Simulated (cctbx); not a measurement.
# Lattice, Laue class and space group of a new crystal

Cell: a = 6.6820 Å, b = 6.6820 Å, c = 3.6220 Å, α = 90.00°, β = 90.00°, γ = 120.00°. Expected content of the cell: Pb1 Ta3 Mn3 Si2.

The data are simulated with cctbx, not measured: Mo Kα, λ = 0.71073 Å, to d = 0.6 Å, 50 % of the full sphere, strongest reflection 40000 counts, noise from counting, a 2 % proportional error and a noise floor of 15 counts (s.d.); no absorption, some extinction.

Tests on the unmerged data give:

```text
1329 reflections to d = 0.600 A
centring   violations  <I/sigma> of those
    A        600 of   652     24.0
    B        636 of   685     24.0
    C        618 of   649     24.7
    I        621 of   668     24.2
    R        834 of   884     24.6
    F        927 of   993     24.2
Laue class    unique    Rint  (classes that these axes allow; Friedel mates merged)
P -1             1005   0.045
P 1 1 2/m         684   0.040
P -3              446   0.040
P -3 1 m          257   0.043
P -3 m 1          272   0.043
P 6/m             257   0.043
P 6/m m m         168   0.045
space group    extra absences  I>4sigma  <I/sigma>
P 6 2 2                 0          0         -  acentric
P 6 m m                 0          0         -  acentric
P -6 m 2                0          0         -  acentric
P -6 2 m                0          0         -  acentric
P 6/m m m               0          0         -  centric
Wilson B = 0.97 A^2   <|E^2-1|> = 0.586 (0.968 centric, 0.736 acentric)   E^2>4: 0.0 %
shell (A)         n   <I/sigma>
 5.79 - 1.20     28     56.0
 1.20 - 0.95     21     53.2
 0.95 - 0.83     22     42.0
 0.83 - 0.76     18     44.6
 0.76 - 0.70     24     42.3
 0.70 - 0.66     17     41.0
 0.66 - 0.63     19     34.5
 0.63 - 0.60     19     33.4
```

**Question.** What are the lattice type, the Laue class and the likely space group?

Every centring test has many violations, so the lattice is primitive.

Rint stays low (0.040 to 0.045) up to P 6/m m m, the highest class in these axes.

5 settings pass the absence test. No glide or screw absences show, which leaves P 6 2 2, P 6 m m, P -6 m 2, P -6 2 m and P 6/m m m.

⟨|E²−1|⟩ = 0.586 leans to a non-centrosymmetric structure, or to twinning, which lowers it. The Wilson B of 0.97 Å² means U ≈ 0.0123 Å².

The true group is P-62m (no. 189), Laue class 6/mmm, non-centrosymmetric. The tables only narrow the choice to the tied entries; cell content, site symmetry and trial solutions must settle it.

The model was made for the exercise: a known structure type with other elements put in, its volume estimated, not relaxed; displacement parameters are assumed.

[Logs are printed without paths, hosts, clocks, repeated set-up lines and the standing remarks that a program may print on its own settings, such as how far it seeks lower states.]
